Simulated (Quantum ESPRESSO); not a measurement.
# Te2Mo (P6_3/mmc): zone-centre phonons, part 2 of 3

Aim: the zone-centre modes of Te2Mo (P6_3/mmc).

Quantum ESPRESSO 7.5; DFT LDA, scalar-relativistic, plane waves, GBRV ultrasoft pseudopotentials.

So far. Step 2 (A probe with smearing): A gap of 0.74 eV opens on this mesh, so the crystal is taken as an insulator; the start stands at -2.0 GPa. Step 4 (Self-consistent run for the response): The cell stands at 0.048 GPa, close enough for phonons. The relaxed cell has a = 3.486, c = 13.747 Å (conventional setting).

## Step 5: Linear response at Γ

At q = 0 one unit cell holds all displacements; symmetry groups them into irreducible representations that are solved one by one. The response to a field gives ε∞ and the Born charges, which polar modes need.

Contents of ph.in:

```
phonons
 &inputph
    prefix='x',
    outdir='./tmp',
    fildyn='g.dyn',
    tr2_ph=1.0d-18,
    epsil=.true.,
 /
0.000000000000 0.000000000000 0.000000000000
```

Command:

```sh
$ OMP_NUM_THREADS=1 mpirun -n 8 ph.x -nk 8 -in ph.in > ph.out
```

Log:

```text
[banners, grids, parts of the stress and lines that vanish by symmetry left out]
[banner, memory and clock lines left out]
Program PHONON v.7.5

     ./tmp/x.save/

     IMPORTANT: XC functional enforced from input :
     Exchange-correlation= PZ
                           (   1   1   0   0   0   0   0)
     Any further DFT definition will be discarded
     Please, verify this is what you really want

     G-vector sticks info

     Reading collected, re-writing distributed wavefunctions in ./tmp/

     Number and degeneracy of irreps per q-point
       N         xq(1)         xq(2)         xq(3)   N irreps
       1   0.000000000   0.000000000   0.000000000      12
        1   1   1   2   2   2   1   1   1   2   2   2

     Calculation of q =    0.0000000   0.0000000   0.0000000

     phonons

     bravais-lattice index     =            4
     lattice parameter (alat)  =       6.5877  a.u.
     unit-cell volume          =     976.3517 (a.u.)^3
     number of atoms/cell      =            6
     number of atomic types    =            2
     kinetic-energy cut-off    =      40.0000  Ry
     charge density cut-off    =     240.0000  Ry
     convergence threshold     =      1.0E-18
     beta                      =       0.7000
     number of iterations used =            4
     Exchange-correlation= PZ
                           (   1   1   0   0   0   0   0)

     celldm(1)=    6.58774  celldm(2)=    0.00000  celldm(3)=    3.94336
     celldm(4)=    0.00000  celldm(5)=    0.00000  celldm(6)=    0.00000

     crystal axes: (cart. coord. in units of alat)
               a(1) = (  1.0000  0.0000  0.0000 )
               a(2) = ( -0.5000  0.8660  0.0000 )
               a(3) = (  0.0000  0.0000  3.9434 )

     reciprocal axes: (cart. coord. in units 2 pi/alat)
               b(1) = (  1.0000  0.5774 -0.0000 )
               b(2) = (  0.0000  1.1547  0.0000 )
               b(3) = (  0.0000 -0.0000  0.2536 )

     Atoms inside the unit cell:

     Cartesian axes

     site n.  atom      mass           positions (alat units)
        1  Te    127.6000   tau(    1) = (   -0.00000    0.57735    2.44048  )
        2  Te    127.6000   tau(    2) = (    0.50000    0.28868    0.46881  )
        3  Te    127.6000   tau(    3) = (   -0.00000    0.57735    3.47455  )
        4  Te    127.6000   tau(    4) = (    0.50000    0.28868    1.50287  )
        5  Mo     95.9500   tau(    5) = (   -0.00000    0.57735    0.98584  )
        6  Mo     95.9500   tau(    6) = (    0.50000    0.28868    2.95752  )

     Computing dynamical matrix for
                    q = (   0.0000000   0.0000000   0.0000000 )

     25 Sym.Ops. (with q -> -q+G )

     G cutoff =  263.8303  (  61269 G-vectors)     FFT grid: ( 36, 36,144)
     G cutoff =  175.8869  (  33291 G-vectors)  smooth grid: ( 27, 27,108)
     number of k points=    24
                       cart. coord. in units 2pi/alat
        k(    1) = (   0.0000000   0.0000000   0.0000000), wk =   0.0123457
        k(    2) = (   0.0000000   0.0000000  -0.1267956), wk =   0.0123457
        k(    3) = (   0.0000000   0.1283001   0.0000000), wk =   0.0740741
        [... further k-points left out ...]

     PseudoPot. # 1 for Te read from file:
     ./pseudo/Te.upf
     Pseudo is Ultrasoft + core correction, Zval =  6.0

     PseudoPot. # 2 for Mo read from file:
     ./pseudo/Mo.upf
     Pseudo is Ultrasoft + core correction, Zval = 14.0

     Mode symmetry, D_6h(6/mmm) point group:

     Electric field:
     Dielectric constant
     Born effective charges as d Force / d E

     Atomic displacements:
     There are   12 irreducible representations

     Representation     1      1 modes -  To be done

     Representation     2      1 modes -  To be done

     Representation     3      1 modes -  To be done

     Representation     4      2 modes -  To be done

[...]
Representation    11      2 modes -  To be done

     Representation    12      2 modes -  To be done

     Alpha used in Ewald sum =   2.2000

     Electric Fields Calculation

      iter #   1   av.it.:  11.5
      thresh= 1.000E-02 alpha_mix =  0.700 |ddv_scf|^2 =  4.465E-05

      [... iterations left out ...]
      iter #  11   av.it.:  17.6
      thresh= 5.448E-10 alpha_mix =  0.700 |ddv_scf|^2 =  3.063E-19

     End of electric fields calculation

          Dielectric constant in cartesian axis

          (      20.362820203       0.000000000      -0.000000000 )
          (       0.000000000      20.362820203       0.000000000 )
          (       0.000000000       0.000000000      12.806618995 )

          Effective charges (d Force / dE) in cartesian axis without acoustic sum rule applied (asr)

           atom    1  Te    Mean Z*:        1.37196
      Ex  (        1.61203        0.00000        0.00000 )
      Ey  (       -0.00000        1.61203        0.00000 )
      Ez  (        0.00000       -0.00000        0.89182 )
           atom    2  Te    Mean Z*:        1.37196
      Ex  (        1.61203       -0.00000        0.00000 )
      Ey  (       -0.00000        1.61203       -0.00000 )
      Ez  (        0.00000        0.00000        0.89182 )
           atom    3  Te    Mean Z*:        1.37196
      Ex  (        1.61203       -0.00000        0.00000 )
      Ey  (        0.00000        1.61203       -0.00000 )
      Ez  (        0.00000       -0.00000        0.89182 )
           atom    4  Te    Mean Z*:        1.37196
      Ex  (        1.61203       -0.00000        0.00000 )
      Ey  (        0.00000        1.61203       -0.00000 )
      Ez  (        0.00000        0.00000        0.89182 )
           atom    5  Mo    Mean Z*:       -2.75879
      Ex  (       -3.22911       -0.00000        0.00000 )
      Ey  (       -0.00000       -3.22911       -0.00000 )
      Ez  (        0.00000        0.00000       -1.81814 )
           atom    6  Mo    Mean Z*:       -2.75879
      Ex  (       -3.22911       -0.00000       -0.00000 )
      Ey  (       -0.00000       -3.22911       -0.00000 )
      Ez  (        0.00000        0.00000       -1.81814 )

          Effective charges Sum: Mean:       -0.02974
             -0.01011       -0.00000        0.00000
             -0.00000       -0.01011        0.00000
              0.00000        0.00000       -0.06899

          Effective charges (d Force / dE) in cartesian axis with asr applied:
           atom    1  Te    Mean Z*:        1.37692
      E*x (        1.61371        0.00000        0.00000 )
      E*y (        0.00000        1.61371        0.00000 )
      E*z (       -0.00000       -0.00000        0.90332 )
           atom    2  Te    Mean Z*:        1.37692
      E*x (        1.61371        0.00000       -0.00000 )
      E*y (        0.00000        1.61371       -0.00000 )
      E*z (        0.00000        0.00000        0.90332 )
           atom    3  Te    Mean Z*:        1.37692
      E*x (        1.61371        0.00000       -0.00000 )
      E*y (        0.00000        1.61371       -0.00000 )
      E*z (        0.00000       -0.00000        0.90332 )
           atom    4  Te    Mean Z*:        1.37692
      E*x (        1.61371        0.00000        0.00000 )
      E*y (        0.00000        1.61371       -0.00000 )
      E*z (       -0.00000        0.00000        0.90332 )
           atom    5  Mo    Mean Z*:       -2.75383
[...]
atom    6  Mo    Mean Z*:       -2.75383
[...]
Representation #   1 mode #   1

     Self-consistent Calculation

      iter #   1   av.it.:   8.5
      thresh= 1.000E-02 alpha_mix =  0.700 |ddv_scf|^2 =  2.130E-05

      [... iterations left out ...]
      iter #  11   av.it.:  15.4
      thresh= 4.953E-10 alpha_mix =  0.700 |ddv_scf|^2 =  2.753E-20

     End of self-consistent calculation

     Convergence has been achieved

     Representation #   2 mode #   2

     Self-consistent Calculation

[...]
[... iterations left out ...]
[...]
End of self-consistent calculation

     Convergence has been achieved

     Representation #   3 mode #   3

     Self-consistent Calculation

[...]
[... iterations left out ...]
[...]
End of self-consistent calculation

     Convergence has been achieved

     Representation #   4 modes #   4   5

     Self-consistent Calculation

[...]
End of self-consistent calculation

     Convergence has been achieved

     Representation #   5 modes #   6   7

[...]
Convergence has been achieved

     Representation #   6 modes #   8   9

[...]
Convergence has been achieved

     Representation #   7 mode #  10

[...]
Convergence has been achieved

     Representation #   8 mode #  11

[...]
Convergence has been achieved

     Representation #   9 mode #  12

[...]
Convergence has been achieved

     Representation #  10 modes #  13  14

[...]
Convergence has been achieved

     Representation #  11 modes #  15  16

     Self-consistent Calculation

[...]
[... iterations left out ...]
[...]
End of self-consistent calculation

     Convergence has been achieved

     Representation #  12 modes #  17  18

     Self-consistent Calculation

      iter #   1   av.it.:   6.2
      thresh= 1.000E-02 alpha_mix =  0.700 |ddv_scf|^2 =  2.530E-09

      [... iterations left out ...]
      iter #   7   av.it.:  18.6
      thresh= 2.870E-10 alpha_mix =  0.700 |ddv_scf|^2 =  2.029E-19

     End of self-consistent calculation

     Convergence has been achieved

     Number of q in the star =    1
     List of q in the star:
          1   0.000000000   0.000000000   0.000000000

          Dielectric constant in cartesian axis

          (      20.362820203       0.000000000      -0.000000000 )
          (       0.000000000      20.362820203       0.000000000 )
          (       0.000000000       0.000000000      12.806618995 )

          Effective charges (d Force / dE) in cartesian axis without acoustic sum rule applied (asr)

           atom    1  Te    Mean Z*:        1.37196
      Ex  (        1.61203        0.00000        0.00000 )
      Ey  (       -0.00000        1.61203        0.00000 )
      Ez  (        0.00000       -0.00000        0.89182 )
           atom    2  Te    Mean Z*:        1.37196
      Ex  (        1.61203       -0.00000        0.00000 )
      Ey  (       -0.00000        1.61203       -0.00000 )
      Ez  (        0.00000        0.00000        0.89182 )
           atom    3  Te    Mean Z*:        1.37196
      Ex  (        1.61203       -0.00000        0.00000 )
      Ey  (        0.00000        1.61203       -0.00000 )
      Ez  (        0.00000       -0.00000        0.89182 )
           atom    4  Te    Mean Z*:        1.37196
      Ex  (        1.61203       -0.00000        0.00000 )
      Ey  (        0.00000        1.61203       -0.00000 )
      Ez  (        0.00000        0.00000        0.89182 )
           atom    5  Mo    Mean Z*:       -2.75879
      Ex  (       -3.22911       -0.00000        0.00000 )
      Ey  (       -0.00000       -3.22911       -0.00000 )
      Ez  (        0.00000        0.00000       -1.81814 )
           atom    6  Mo    Mean Z*:       -2.75879
      Ex  (       -3.22911       -0.00000       -0.00000 )
      Ey  (       -0.00000       -3.22911       -0.00000 )
      Ez  (        0.00000        0.00000       -1.81814 )

          Effective charges Sum: Mean:       -0.02974
             -0.01011       -0.00000        0.00000
             -0.00000       -0.01011        0.00000
              0.00000        0.00000       -0.06899

          Effective charges (d Force / dE) in cartesian axis with asr applied:
           atom    1  Te    Mean Z*:        1.37692
[...]
atom    2  Te    Mean Z*:        1.37692
[...]
atom    3  Te    Mean Z*:        1.37692
[...]
atom    4  Te    Mean Z*:        1.37692
[...]
atom    5  Mo    Mean Z*:       -2.75383
      E*x (       -3.22743       -0.00000       -0.00000 )
      E*y (       -0.00000       -3.22743       -0.00000 )
      E*z (       -0.00000       -0.00000       -1.80664 )
           atom    6  Mo    Mean Z*:       -2.75383
      E*x (       -3.22743       -0.00000       -0.00000 )
      E*y (       -0.00000       -3.22743       -0.00000 )
      E*z (       -0.00000       -0.00000       -1.80664 )

     Diagonalizing the dynamical matrix

     q = (    0.000000000   0.000000000   0.000000000 )

 **************************************************************************
     freq (    1) =      -0.175416 [THz] =      -5.851239 [cm-1]
     freq (    2) =      -0.165153 [THz] =      -5.508925 [cm-1]
     freq (    3) =      -0.165153 [THz] =      -5.508925 [cm-1]
     freq (    4) =       0.863013 [THz] =      28.787010 [cm-1]
     freq (    5) =       0.863013 [THz] =      28.787010 [cm-1]
     freq (    6) =       1.185997 [THz] =      39.560604 [cm-1]
     freq (    7) =       3.569638 [THz] =     119.070304 [cm-1]
     freq (    8) =       3.569638 [THz] =     119.070304 [cm-1]
     freq (    9) =       3.633171 [THz] =     121.189537 [cm-1]
     freq (   10) =       3.633171 [THz] =     121.189537 [cm-1]
     freq (   11) =       5.221487 [THz] =     174.170044 [cm-1]
     freq (   12) =       5.333900 [THz] =     177.919737 [cm-1]
     freq (   13) =       7.158937 [THz] =     238.796430 [cm-1]
     freq (   14) =       7.158937 [THz] =     238.796430 [cm-1]
     freq (   15) =       7.159748 [THz] =     238.823484 [cm-1]
     freq (   16) =       7.159748 [THz] =     238.823484 [cm-1]
     freq (   17) =       8.667894 [THz] =     289.129827 [cm-1]
     freq (   18) =       8.849449 [THz] =     295.185844 [cm-1]
 **************************************************************************

     Mode symmetry, D_6h(6/mmm) point group:

     freq (   1-   1) =         -5.9  [cm-1]   --> A_2u            I
     freq (   2-   3) =         -5.5  [cm-1]   --> E_1u            I
     freq (   4-   5) =         28.8  [cm-1]   --> E_2g            R
     freq (   6-   6) =         39.6  [cm-1]   --> B_1g
     freq (   7-   8) =        119.1  [cm-1]   --> E_2u
     freq (   9-  10) =        121.2  [cm-1]   --> E_1g            R
     freq (  11-  11) =        174.2  [cm-1]   --> B_2u
     freq (  12-  12) =        177.9  [cm-1]   --> A_1g            R
     freq (  13-  14) =        238.8  [cm-1]   --> E_2g            R
     freq (  15-  16) =        238.8  [cm-1]   --> E_1u            I
     freq (  17-  17) =        289.1  [cm-1]   --> A_2u            I
     freq (  18-  18) =        295.2  [cm-1]   --> B_1g
```

Run time: 18 min. Hardware: 8 MPI ranks of Intel Xeon Platinum 8259CL at 2.50GHz (Skylake/Cascade Lake), shared host; 2.4 h of CPU time.

Read from the output:

```yaml
miss_of_the_charge_sum_rule: 0.06900 e
largest_acoustic_frequency_at_the_zone_centre_before_the_sum_rule: -5.85 cm⁻¹
highest_optical_zone_centre_mode_no_lo_to_term: 295.2 cm⁻¹
lowest_optical_zone_centre_mode: 28.79 cm⁻¹
mean_high_frequency_dielectric_constant: 17.84
largest_born_charge_in_size_third_of_the_trace: 2.759 e
```

Born charge (rows field, columns displacement), before the sum rule (e), principal values of the symmetric part by kind of site:

| atom | atoms with these values | low | middle | high | mean |
| --- | --- | --- | --- | --- | --- |
| Te1 | 4 | 0.89 | 1.61 | 1.61 | 1.37 |
| Mo5 | 2 | -3.23 | -3.23 | -1.82 | -2.76 |

In full for Te1:

```
1.61 0.00 0.00
0.00 1.61 0.00
0.00 0.00 0.89
```

High-frequency dielectric tensor:

```
20.36  0.00  0.00
 0.00 20.36  0.00
 0.00  0.00 12.81
```

The acoustic modes at Γ come out as far as 5.8 cm⁻¹ from zero, where they should vanish, a small numerical error; the Born charges miss their sum rule by 0.069 e, too much: mesh or cutoff is short for the field response.

## Step 6: Modes with the sum rule

A rigid shift of the crystal must cost nothing, but grids and finite bases break this; the acoustic sum rule is imposed before the matrix is diagonalised again. With Born charges the intensities follow, and the static dielectric tensor.

Contents of dynmat.in:

```
 &input
    fildyn='g.dyn',
    asr='crystal',
    fileig='dynmat.eig',
    lperm=.true.,
 /
```

Command:

```sh
$ dynmat.x -in dynmat.in > dynmat.out
```

Log:

```text
[banner, memory and clock lines left out]
Program DYNMAT v.7.5

     Reading Dynamical Matrix from file g.dyn
     ...Force constants read
     ...epsilon and Z* read
     Acoustic Sum Rule: || Z*(ASR) - Z*(orig)|| =    2.876462E-02
     Acoustic Sum Rule: ||dyn(ASR) - dyn(orig)||=    6.460727E-04
     A direction for q was not specified:TO-LO splitting will be absent

     Polarizability (A^3 units)
     multiply by 0.151179 for Clausius-Mossotti correction
       222.929948    0.000000    0.000000
         0.000000  222.929948    0.000000
        -0.000000    0.000000  135.933141

     IR activities are in (D/A)^2/amu units

# mode   [cm-1]    [THz]      IR
    1     -0.00   -0.0000    0.0000
    2     -0.00   -0.0000    0.0000
    3      0.00    0.0000    0.0000
    4     28.79    0.8630    0.0000
    5     28.79    0.8630    0.0000
    6     39.56    1.1860    0.0000
    7    119.07    3.5696    0.0000
    8    119.07    3.5696    0.0000
    9    121.19    3.6332    0.0000
   10    121.19    3.6332    0.0000
   11    174.17    5.2215    0.0000
   12    177.92    5.3339    0.0000
   13    238.80    7.1589    0.0000
   14    238.80    7.1589    0.0000
   15    238.84    7.1602    6.8925
   16    238.84    7.1602    6.8925
   17    289.14    8.6682    2.1598
   18    295.19    8.8494    0.0000

Electronic dielectric permittivity tensor (relative, adimensional)
        20.362820    0.000000    0.000000
         0.000000   20.362820    0.000000
        -0.000000    0.000000   12.806619

 ... with zone-center polar mode contributions
        22.144045   -0.000000   -0.000000
        -0.000000   22.144045    0.000000
        -0.000000    0.000000   13.187456

    6) =       1.185997 [THz] =      39.560606 [cm-1]
[end of the log left out, with the tail of the file of modes that dynmat.x writes under the same name]
```

Elapsed: 0.57 s, on 1 thread.

This step gave:

| Quantity | Value |
| --- | --- |
| mean static dielectric constant | 19.16 |

Unit eigenvectors of the mass-weighted matrix after the sum rule; no LO-TO term. Modes at Γ, with each element's share of the kinetic energy:

| mode | frequency (cm⁻¹) | Te % | Mo % |
| --- | --- | --- | --- |
| 1 | 0.0 | 73 | 27 |
| 2 | 0.0 | 73 | 27 |
| 3 | 0.0 | 73 | 27 |
| 4 | 28.8 | 73 | 27 |
| 5 | 28.8 | 73 | 27 |
| 6 | 39.6 | 73 | 27 |
| 7 | 119.1 | 100 | 0 |
| 8 | 119.1 | 100 | 0 |
| 9 | 121.2 | 100 | 0 |
| 10 | 121.2 | 100 | 0 |
| 11 | 174.2 | 100 | 0 |
| 12 | 177.9 | 100 | 0 |
| 13 | 238.8 | 27 | 73 |
| 14 | 238.8 | 27 | 73 |
| 15 | 238.8 | 27 | 73 |
| 16 | 238.8 | 27 | 73 |
| 17 | 289.1 | 27 | 73 |
| 18 | 295.2 | 27 | 73 |

Displacements in mode 5 (28.8 cm⁻¹), the largest set to 1:
```
Te1  1.00  0.85  0.00
Te2 -1.00 -0.85  0.00
Te3  1.00  0.85  0.00
Te4 -1.00 -0.85  0.00
Mo5 -0.99 -0.84  0.00
Mo6  0.99  0.84  0.00
```

Displacements in mode 10 (121.2 cm⁻¹), the largest set to 1:
```
Te1  0.02  1.00  0.00
Te2  0.02  1.00  0.00
Te3 -0.02 -1.00  0.00
Te4 -0.02 -1.00  0.00
Mo5  0.00  0.00  0.00
Mo6  0.00  0.00  0.00
```

Degenerate modes summed, no LO-TO term. Infrared lines, with heights relative to the strongest:

| position (cm⁻¹) | lines merged | IR intensity, relative |
| --- | --- | --- |
| 29 | 2 | 0.0 |
| 40 | 1 | 0.0 |
| 119 | 2 | 0.0 |
| 121 | 2 | 0.0 |
| 174 | 1 | 0.0 |
| 178 | 1 | 0.0 |
| 239 | 4 | 100 |
| 289 | 1 | 16 |
| 295 | 1 | 0.0 |

Static dielectric tensor (ions relaxed, fixed cell):

```
22.14  0.00  0.00
 0.00 22.14  0.00
 0.00  0.00 13.19
```

The rule moves no optical mode by more than 0.1 cm⁻¹.

[end of part 2 of 3]

[Host names and launcher messages were left out of these logs when they were recorded.]

[Logs are printed without paths, hosts, clocks, repeated set-up lines and the standing remarks that a program may print on its own settings, such as how far it seeks lower states.]

[Hosts, paths, dates, database ids (printed as entryN), source tags and the programs' standing remarks are cut or masked in the printed files.]
